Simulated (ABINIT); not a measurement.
# AgSbSe3 (Pm-3m): zone-centre phonons

Which modes does AgSbSe3 (Pm-3m) have at the zone centre?

Program: ABINIT 10.8.3. Level of theory: DFT LDA, scalar-relativistic, plane waves, JTH PAW pseudopotentials. Results are calculated unless marked as measured.

The structure was built from a prototype and need not be the compound's stable phase.

### Step 1. Set-up

It takes space group Pm-3m (No. 221, cubic). Conventional cell: a = 5.057 Å, b = 5.057 Å, c = 5.057 Å, α = 90.00°, β = 90.00°, γ = 90.00°. Nearest to Ag lie 12 Se at 3.58 Å. Nearest to Sb lie 6 Se at 2.53 Å. Nearest to Se lie 2 Sb at 2.53 Å. Farther neighbours and most contacts between anions are not listed.

### Step 2. A first look

A first run with smearing and empty bands tells whether the crystal has a gap, which decides between fixed occupations and smearing later on.

probe.abi reads:

```
# ground state
tolvrs 1.0d-08
prtden 1
prtwf 1

# basis, mesh and filling
ecut 18.0
pawecutdg 36.0
ngkpt 4 4 4
nshiftk 1
shiftk 0.0 0.0 0.0
istwfk *1
occopt 7
tsmear 0.005
nband 31
nstep 100
diemac 9.0
prtebands 0
prtgsr 0

# cell and atoms
acell 9.555967067 9.555967067 9.555967067
rprim 
    1.0 0.0 0.0
    0.0 1.0 0.0
    0.0 0.0 1.0
ntypat 3
znucl 47 51 34
natom 5
typat 1 2 3 3 3
xred 
    0.0 0.0 0.0
    0.5 0.5 0.5
    0.5 0.5 0.0
    0.5 0.0 0.5
    0.0 0.5 0.5
pp_dirpath "./pseudo"
pseudos "Ag.xml, Sb.xml, Se.xml"
```

On the command line:

```console
OMP_NUM_THREADS=1 mpirun -n 4 abinit probe.abi > probe.log
```

Numbers of over 12 decimals in the logs are rounded to 6 here.

probe.abo, the main output file:

```text
[banners, grids, parts of the stress and lines that vanish by symmetry left out]
- input  file    -> probe.abi
- output file    -> probe.abo
- root for input  files -> probei
[...]
Symmetries : space group Pm -3 m (#221); Bravais cP (primitive cubic)
[...]
mpw =        3218          nfft =       64000          nkpt =          10
[...]
== DATASET  1 ==================================================================
[...]
cutoff_energies: {ecut:  18.0, pawecutdg:  36.0, }
[...]
ETOT  1  -148.22632276176    -1.482E+02 1.987E+01 8.827E+00
 ETOT  2  -150.10598793270    -1.880E+00 2.385E-02 9.148E+00
 ETOT  3  -150.04152419652     6.446E-02 6.399E-03 1.837E+00
 ETOT  4  -150.02758811777     1.394E-02 1.481E-02 8.168E-02
 ETOT  5  -150.02810771682    -5.196E-04 8.051E-04 3.107E-02
[...]
ETOT 10  -150.02784058352     1.818E-08 2.604E-05 1.224E-07
 ETOT 11  -150.02784058469    -1.175E-09 1.531E-05 3.536E-09
 At SCF step   11       nres2   =  3.54E-09 < tolvrs=  1.00E-08 =>converged.
[...]
sigma(1 1)= -1.00353172E-04  sigma(3 2)=  0.00000000E+00
  sigma(2 2)= -1.00353172E-04  sigma(3 1)=  0.00000000E+00
  sigma(3 3)= -1.00353172E-04  sigma(2 1)=  0.00000000E+00
[...]
convergence: {deltae: -1.175E-09, res2:  3.536E-09, residm:  1.531E-05, diffor: null, }
etotal    :  -1.50027841E+02
[...]
sigma(1 1)= -1.00353172E-04  sigma(3 2)=  0.00000000E+00
  sigma(2 2)= -1.00353172E-04  sigma(3 1)=  0.00000000E+00
  sigma(3 3)= -1.00353172E-04  sigma(2 1)=  0.00000000E+00
[...]
- sigma(1 1)= -2.95249226E+00  sigma(3 2)=  0.00000000E+00
- sigma(2 2)= -2.95249226E+00  sigma(3 1)=  0.00000000E+00
- sigma(3 3)= -2.95249226E+00  sigma(2 1)=  0.00000000E+00
[...]
fcart     -0.0000000000E+00 -0.0000000000E+00 -0.0000000000E+00
           strten     -1.0035317229E-04 -1.0035317229E-04 -1.0035317229E-04
================================================================================

[key lines of the parts left out:]
pressure_GPa:   2.9525E+00
Total energy DC (eV): -5.18869924252932E+05
```

It took 13 s on 4 MPI ranks of Arm Neoverse V2, shared host.

Numbers from this step:

| Item | Value |
| --- | --- |
| volume per atom | 25.86 Å³ |
| pressure | 2.952 GPa |
| gap on the k-mesh | 0 eV |

No gap opens on this mesh, so smearing is kept; the printed pressure holds the stress of the finite basis too.

### Step 3. Rough relaxation

The typed start is rough, so a first relaxation with smearing and loose thresholds takes it towards rest cheaply.

prerelax.abi reads:

```
# relaxation
ionmov 2
optcell 2
dilatmx 1.15
chkdilatmx 0
ntime 40
tolmxf 3.0d-04
tolvrs 1.0d-10
prtwf 0
prtden 0
chksymtnons 0

# basis, mesh and filling
ecut 20.0
ecutsm 3.0
pawecutdg 40.0
ngkpt 4 4 4
nshiftk 1
shiftk 0.0 0.0 0.0
istwfk *1
occopt 7
tsmear 0.005
nband 31
nstep 100
diemac 1000000.0
prtebands 0
prtgsr 0

# cell and atoms
acell 9.555967067 9.555967067 9.555967067
rprim 
    1.0 0.0 0.0
    0.0 1.0 0.0
    0.0 0.0 1.0
ntypat 3
znucl 47 51 34
natom 5
typat 1 2 3 3 3
xred 
    0.0 0.0 0.0
    0.5 0.5 0.5
    0.5 0.5 0.0
    0.5 0.0 0.5
    0.0 0.5 0.5
pp_dirpath "./pseudo"
pseudos "Ag.xml, Sb.xml, Se.xml"
```

On the command line:

```console
OMP_NUM_THREADS=1 mpirun -n 4 abinit prerelax.abi > prerelax.log
```

prerelax.abo, the main output file:

```text
[banners, grids, parts of the stress and lines that vanish by symmetry left out]
- input  file    -> prerelax.abi
- output file    -> prerelax.abo
- root for input  files -> prerelaxi
[...]
Symmetries : space group Pm -3 m (#221); Bravais cP (primitive cubic)
[...]
mpw =        5702          nfft =      110592          nkpt =          10
[...]
== DATASET  1 ==================================================================
[...]
cutoff_energies: {ecut:  20.0, pawecutdg:  40.0, }
[...]
ETOT  1  -146.97335001615    -1.470E+02 4.815E+01 1.775E+01
 ETOT  2  -150.13637249279    -3.163E+00 6.467E-02 1.947E+01
 ETOT  3  -150.04995574544     8.642E-02 2.364E-02 4.636E+00
 ETOT  4  -150.02772571685     2.223E-02 1.065E-02 3.127E-01
 ETOT  5  -150.02900644208    -1.281E-03 2.967E-03 2.052E-01
[...]
At SCF step   15       nres2   =  1.06E-11 < tolvrs=  1.00E-10 =>converged.
[...]
ETOT 11  -150.03018357558    -2.672E-12 6.185E-06 5.563E-11
 At SCF step   11       nres2   =  5.56E-11 < tolvrs=  1.00E-10 =>converged.
[...]
sigma(1 1)= -3.65327951E-07  sigma(3 2)=  0.00000000E+00
  sigma(2 2)= -3.65327951E-07  sigma(3 1)=  0.00000000E+00
  sigma(3 3)= -3.65327951E-07  sigma(2 1)=  0.00000000E+00
[...]
convergence: {deltae: -2.672E-12, res2:  5.563E-11, residm:  6.185E-06, diffor: null, }
etotal    :  -1.50030184E+02
[...]
At Broyd/MD step   4, gradients are converged :
[...]
sigma(1 1)= -3.65327951E-07  sigma(3 2)=  0.00000000E+00
  sigma(2 2)= -3.65327951E-07  sigma(3 1)=  0.00000000E+00
  sigma(3 3)= -3.65327951E-07  sigma(2 1)=  0.00000000E+00
[...]
- sigma(1 1)= -1.07483194E-02  sigma(3 2)=  0.00000000E+00
- sigma(2 2)= -1.07483194E-02  sigma(3 1)=  0.00000000E+00
- sigma(3 3)= -1.07483194E-02  sigma(2 1)=  0.00000000E+00
[...]
fcart     -0.0000000000E+00 -0.0000000000E+00 -0.0000000000E+00
           strten     -3.6532795145E-07 -3.6532795144E-07 -3.6532795146E-07
================================================================================

[key lines of the parts left out:]
pressure_GPa:   1.0748E-02
Total energy DC (eV): -5.18869988008962E+05
```

Elapsed: 77 s, on 4 MPI ranks.

Relaxation path:

| step | energy less that of the first step (eV) | largest force (eV/Å) | volume (Å³) |
| --- | --- | --- | --- |
| 1 | 0.0000 | 0.0000 | 129.31 |
| 2 | -0.0204 | 0.0000 | 130.51 |
| 3 | -0.0610 | 0.0000 | 135.69 |
| 4 | -0.0612 | 0.0000 | 136.08 |

| conventional cell, symmetrised | before | after | change |
| --- | --- | --- | --- |
| a (Å) | 5.057 | 5.144 | +1.7 % |
| b (Å) | 5.057 | 5.144 | +1.7 % |
| c (Å) | 5.057 | 5.144 | +1.7 % |
| volume (Å³/atom) | 25.86 | 27.22 | +5.2 % |

Numbers from this step:

```yaml
volume_per_atom: 27.22 Å³
pressure: 0.01075 GPa
```

The volume changes by +5.2 % in this run and stands +5.2 % from the first cell.

### Step 4. Relaxing the cell and atoms

The harmonic expansion needs vanishing forces, and a free crystal bears no stress, so cell and atoms are brought to rest. Stress is more sensitive to the basis than forces are: the last 3 Ha under the cutoff are smoothed with ecutsm, and the cutoff is raised above that of the later runs.

relax.abi reads:

```
# relaxation
ionmov 2
optcell 2
dilatmx 1.08
ntime 40
tolmxf 1.0d-05
tolvrs 1.0d-14
prtwf 0
prtden 0
chksymtnons 0

# basis, mesh and filling
ecut 24.0
ecutsm 3.0
pawecutdg 48.0
ngkpt 4 4 4
nshiftk 1
shiftk 0.0 0.0 0.0
istwfk *1
occopt 6
tsmear 0.01
nband 31
nstep 100
diemac 1000000.0
prtebands 0
prtgsr 0

# cell and atoms
acell 9.719924213 9.719924213 9.719924213
rprim 
    1.0 0.0 0.0
    0.0 1.0 0.0
    0.0 0.0 1.0
ntypat 3
znucl 47 51 34
natom 5
typat 1 2 3 3 3
xred 
    0.0 0.0 0.0
    0.5 0.5 0.5
    0.5 0.5 0.0
    0.5 0.0 0.5
    0.0 0.5 0.5
pp_dirpath "./pseudo"
pseudos "Ag.xml, Sb.xml, Se.xml"
```

On the command line:

```console
OMP_NUM_THREADS=1 mpirun -n 4 abinit relax.abi > relax.log
```

relax.abo, the main output file:

```text
[banners, grids, parts of the stress and lines that vanish by symmetry left out]
- input  file    -> relax.abi
- output file    -> relax.abo
- root for input  files -> relaxi
[...]
Symmetries : space group Pm -3 m (#221); Bravais cP (primitive cubic)
[...]
mpw =        6530          nfft =      110592          nkpt =          10
[...]
== DATASET  1 ==================================================================
[...]
cutoff_energies: {ecut:  24.0, pawecutdg:  48.0, }
[...]
ETOT  1  -147.24052249260    -1.472E+02 2.329E+01 1.435E+01
 ETOT  2  -150.08275064912    -2.842E+00 3.023E-02 1.470E+01
 ETOT  3  -150.04110871995     4.164E-02 1.606E-02 3.523E+00
 ETOT  4  -150.02989606822     1.121E-02 2.688E-03 2.351E-01
 ETOT  5  -150.03010004232    -2.040E-04 1.892E-03 7.303E-02
[...]
At SCF step   17       nres2   =  4.91E-15 < tolvrs=  1.00E-14 =>converged.
[...]
sigma(1 1)=  2.49095123E-06  sigma(3 2)=  0.00000000E+00
  sigma(2 2)=  2.49095123E-06  sigma(3 1)=  0.00000000E+00
  sigma(3 3)=  2.49095123E-06  sigma(2 1)=  0.00000000E+00
[...]
convergence: {deltae: -9.663E-13, res2:  4.914E-15, residm:  1.064E-05, diffor: null, }
etotal    :  -1.50029839E+02
[...]
ETOT  1  -150.02984098498    -1.500E+02 8.237E-06 3.522E-04
[...]
At SCF step   14       nres2   =  1.16E-15 < tolvrs=  1.00E-14 =>converged.
[...]
sigma(1 1)=  2.09238441E-06  sigma(3 2)=  0.00000000E+00
  sigma(2 2)=  2.09238441E-06  sigma(3 1)=  0.00000000E+00
  sigma(3 3)=  2.09238441E-06  sigma(2 1)=  0.00000000E+00
[...]
convergence: {deltae: -7.105E-13, res2:  1.162E-15, residm:  7.269E-06, diffor: null, }
etotal    :  -1.50029839E+02
[...]
ETOT  1  -150.02989295300    -1.500E+02 8.501E-03 9.736E-03
[...]
ETOT 14  -150.02984019443    -1.094E-11 2.778E-06 3.237E-14
 ETOT 15  -150.02984019442     8.015E-12 4.728E-06 5.268E-15
 At SCF step   15       nres2   =  5.27E-15 < tolvrs=  1.00E-14 =>converged.
[...]
sigma(1 1)= -6.88483848E-09  sigma(3 2)=  0.00000000E+00
  sigma(2 2)= -6.88483850E-09  sigma(3 1)=  0.00000000E+00
  sigma(3 3)= -6.88483845E-09  sigma(2 1)=  0.00000000E+00
[...]
convergence: {deltae:  8.015E-12, res2:  5.268E-15, residm:  4.728E-06, diffor: null, }
etotal    :  -1.50029840E+02
[...]
At Broyd/MD step   3, gradients are converged :
[...]
sigma(1 1)= -6.88483848E-09  sigma(3 2)=  0.00000000E+00
  sigma(2 2)= -6.88483850E-09  sigma(3 1)=  0.00000000E+00
  sigma(3 3)= -6.88483845E-09  sigma(2 1)=  0.00000000E+00
[...]
- sigma(1 1)= -2.02558941E-04  sigma(3 2)=  0.00000000E+00
- sigma(2 2)= -2.02558942E-04  sigma(3 1)=  0.00000000E+00
- sigma(3 3)= -2.02558941E-04  sigma(2 1)=  0.00000000E+00
[...]
fcart     -0.0000000000E+00 -0.0000000000E+00 -0.0000000000E+00
           strten     -6.8848384788E-09 -6.8848384997E-09 -6.8848384546E-09
================================================================================

[key lines of the parts left out:]
pressure_GPa:   2.0256E-04
Total energy DC (eV): -5.18869978665084E+05
```

Wall time 76 s (4 MPI ranks); 5.1 min of CPU time.

Little changed from the start: no atom moved by 0.005 Å and no cell edge by 0.1 %.

Numbers from this step:

| Property | Result |
| --- | --- |
| volume per atom | 27.18 Å³ |
| pressure | 2.03e-4 GPa |

The volume changes by -0.1 % in this run and stands +5.1 % from the first cell.

### Step 5. Self-consistent run for the response

First-order wavefunctions inherit every error of the ground state, hence the very tight tolvrs. Smearing stays on, as the first look found no gap above 0.3 eV.

gs.abi reads:

```
# ground state
tolvrs 1.0d-16
prtden 1
prtwf 1

# basis, mesh and filling
ecut 18.0
pawecutdg 36.0
ngkpt 4 4 4
nshiftk 1
shiftk 0.0 0.0 0.0
istwfk *1
occopt 6
tsmear 0.01
nband 31
nstep 100
diemac 1000000.0
prtebands 0
prtgsr 0

# cell and atoms
acell 9.715389992 9.715389992 9.715389992
rprim 
    1.0 0.0 0.0
    0.0 1.0 0.0
    0.0 0.0 1.0
ntypat 3
znucl 47 51 34
natom 5
typat 1 2 3 3 3
xred 
    0.0 0.0 0.0
    0.5 0.5 0.5
    0.5 0.5 0.0
    0.5 0.0 0.5
    0.0 0.5 0.5
pp_dirpath "./pseudo"
pseudos "Ag.xml, Sb.xml, Se.xml"
```

On the command line:

```console
OMP_NUM_THREADS=1 mpirun -n 4 abinit gs.abi > gs.log
```

gs.abo, the main output file:

```text
[banners, grids, parts of the stress and lines that vanish by symmetry left out]
- input  file    -> gs.abi
- output file    -> gs.abo
- root for input  files -> gsi
[...]
Symmetries : space group Pm -3 m (#221); Bravais cP (primitive cubic)
[...]
mpw =        3407          nfft =       64000          nkpt =          10
[...]
== DATASET  1 ==================================================================
[...]
cutoff_energies: {ecut:  18.0, pawecutdg:  36.0, }
[...]
ETOT  1  -147.76608412589    -1.478E+02 3.661E+01 1.290E+01
 ETOT  2  -150.15216914713    -2.386E+00 5.430E-02 1.415E+01
 ETOT  3  -150.05610849632     9.606E-02 2.066E-02 3.411E+00
 ETOT  4  -150.02984884786     2.626E-02 5.721E-03 1.887E-01
 ETOT  5  -150.03004457352    -1.957E-04 1.466E-03 7.459E-02
[...]
ETOT 20  -150.02941122972    -3.979E-13 1.495E-05 2.155E-16
 ETOT 21  -150.02941122972     7.105E-13 3.752E-06 1.719E-17
 At SCF step   21       nres2   =  1.72E-17 < tolvrs=  1.00E-16 =>converged.
[...]
sigma(1 1)=  2.46911456E-06  sigma(3 2)=  0.00000000E+00
  sigma(2 2)=  2.46911456E-06  sigma(3 1)=  0.00000000E+00
  sigma(3 3)=  2.46911456E-06  sigma(2 1)=  0.00000000E+00
[...]
convergence: {deltae:  7.105E-13, res2:  1.719E-17, residm:  3.752E-06, diffor: null, }
etotal    :  -1.50029411E+02
[...]
sigma(1 1)=  2.46911456E-06  sigma(3 2)=  0.00000000E+00
  sigma(2 2)=  2.46911456E-06  sigma(3 1)=  0.00000000E+00
  sigma(3 3)=  2.46911456E-06  sigma(2 1)=  0.00000000E+00
[...]
- sigma(1 1)=  7.26438583E-02  sigma(3 2)=  0.00000000E+00
- sigma(2 2)=  7.26438583E-02  sigma(3 1)=  0.00000000E+00
- sigma(3 3)=  7.26438583E-02  sigma(2 1)=  0.00000000E+00
[...]
fcart     -0.0000000000E+00 -0.0000000000E+00 -0.0000000000E+00
           strten      2.4691145590E-06  2.4691145590E-06  2.4691145590E-06
================================================================================

[key lines of the parts left out:]
pressure_GPa:  -7.2644E-02
Total energy DC (eV): -5.18869966992360E+05
```

Elapsed: 21 s, on 4 MPI ranks.

Read from the output:

| Item | Value |
| --- | --- |
| pressure | -0.07264 GPa |

The cell stands at -0.073 GPa, close enough for phonons.

### Step 6. Linear response at Γ

At q = 0 one unit cell holds all displacements. The response is solved for single atoms along the cell's directions, and symmetry skips those that follow from others. The crystal is treated as a metal, which screens a static field, so no field response is asked.

dfpt_gamma.abi reads:

```

# common to the responses
getwfk_filepath "gso_WFK"
kptopt 2
nqpt 1
qpt 0.0 0.0 0.0
asr 0
chneut 0

# displacements
rfphon 1
rfatpol 1 5
rfdir 1 1 1
tolvrs 1.0d-10
prtwf 0

# basis, mesh and filling
ecut 18.0
pawecutdg 36.0
ngkpt 4 4 4
nshiftk 1
shiftk 0.0 0.0 0.0
istwfk *1
occopt 6
tsmear 0.01
nband 31
nstep 100
diemac 1000000.0
prtebands 0
prtgsr 0

# cell and atoms
acell 9.715389992 9.715389992 9.715389992
rprim 
    1.0 0.0 0.0
    0.0 1.0 0.0
    0.0 0.0 1.0
ntypat 3
znucl 47 51 34
natom 5
typat 1 2 3 3 3
xred 
    0.0 0.0 0.0
    0.5 0.5 0.5
    0.5 0.5 0.0
    0.5 0.0 0.5
    0.0 0.5 0.5
pp_dirpath "./pseudo"
pseudos "Ag.xml, Sb.xml, Se.xml"
```

On the command line:

```console
OMP_NUM_THREADS=1 mpirun -n 4 abinit dfpt_gamma.abi > dfpt_gamma.log
```

dfpt_gamma.abo, the main output file:

```text
[banners, grids, parts of the stress and lines that vanish by symmetry left out]
- input  file    -> dfpt_gamma.abi
- output file    -> dfpt_gamma.abo
- root for input  files -> dfpt_gammai
[...]
Symmetries : space group Pm -3 m (#221); Bravais cP (primitive cubic)
[...]
nfft =       64000          nkpt =          36
[...]
== DATASET  1 ==================================================================
[...]
cutoff_energies: {ecut:  18.0, pawecutdg:  36.0, }
[...]
Perturbation : displacement of atom   1   along direction   1
[...]
-ETOT  1   1551.2220796222     -1.073E+03 6.230E+00 8.368E+06
 ETOT  2   205.67276647843     -1.346E+03 1.563E+00 1.188E+06
 ETOT  3   1.650738     -2.040E+02 5.405E-01 2.396E+04
 ETOT  4  -1.363254     -3.014E+00 1.472E-01 1.914E+03
 ETOT  5  -1.603753     -2.405E-01 1.017E-02 7.113E+01
[...]
At SCF step   15       vres2   =  1.73E-11 < tolvrs=  1.00E-10 =>converged.
[...]
Perturbation : displacement of atom   2   along direction   1
[...]
-ETOT  1   4481.0345564635      6.840E+03 1.442E+01 2.277E+07
[...]
At SCF step   16       vres2   =  1.02E-11 < tolvrs=  1.00E-10 =>converged.
[...]
Perturbation : displacement of atom   3   along direction   1
[...]
-ETOT  1   292.49587131703     -2.524E+01 2.380E+00 1.649E+06
[...]
At SCF step   15       vres2   =  4.61E-11 < tolvrs=  1.00E-10 =>converged.
[...]
Perturbation : displacement of atom   3   along direction   3
[...]
-ETOT  1   462.62564996953      1.260E+02 1.306E+00 2.387E+06
[...]
ETOT 13   8.263674     -1.052E-10 1.341E-10 1.295E-09
 ETOT 14   8.263674      4.377E-11 4.035E-11 1.866E-11
 At SCF step   14       vres2   =  1.87E-11 < tolvrs=  1.00E-10 =>converged.
[...]
Phonon wavevector (reduced coordinates) :  0.00000  0.00000  0.00000
 Phonon energies in Hartree :
[...]
Phonon frequencies in cm-1    :
- -1.092862E+02 -1.092862E+02 -1.092862E+02 -9.879100E+01 -9.879100E+01
- -9.879100E+01 -5.953743E+01 -5.953743E+01 -5.953743E+01  5.519692E+00
-  5.519692E+00  5.519692E+00  2.027669E+02  2.027669E+02  2.027669E+02
[...]
fcart      0.0000000000E+00  0.0000000000E+00  0.0000000000E+00
           strten      0.0000000000E+00  0.0000000000E+00  0.0000000000E+00
================================================================================
```

It took 2.4 min on 4 MPI ranks; 9.6 min of CPU time.

Read from the output:

| Item | Value |
| --- | --- |
| largest acoustic frequency at the zone centre before the sum rule | 5.52 cm⁻¹ |
| highest optical zone-centre mode (no LO-TO term) | 202.8 cm⁻¹ |
| lowest optical zone-centre mode | -109.3 cm⁻¹ |

The acoustic modes at Γ come out as far as 5.5 cm⁻¹ from zero, where they should vanish, a small numerical error. The lowest optical mode is imaginary, 109i cm⁻¹, an instability at this level and on this k mesh.

[end of part 1 of 3]

[Host names and launcher messages were left out of these logs when they were recorded.]

[Logs are printed without paths, hosts, clocks, repeated set-up lines and the standing remarks that a program may print on its own settings, such as how far it seeks lower states.]

[Hosts, paths, dates, database ids (printed as entryN), source tags and the programs' standing remarks are cut or masked in the printed files.]
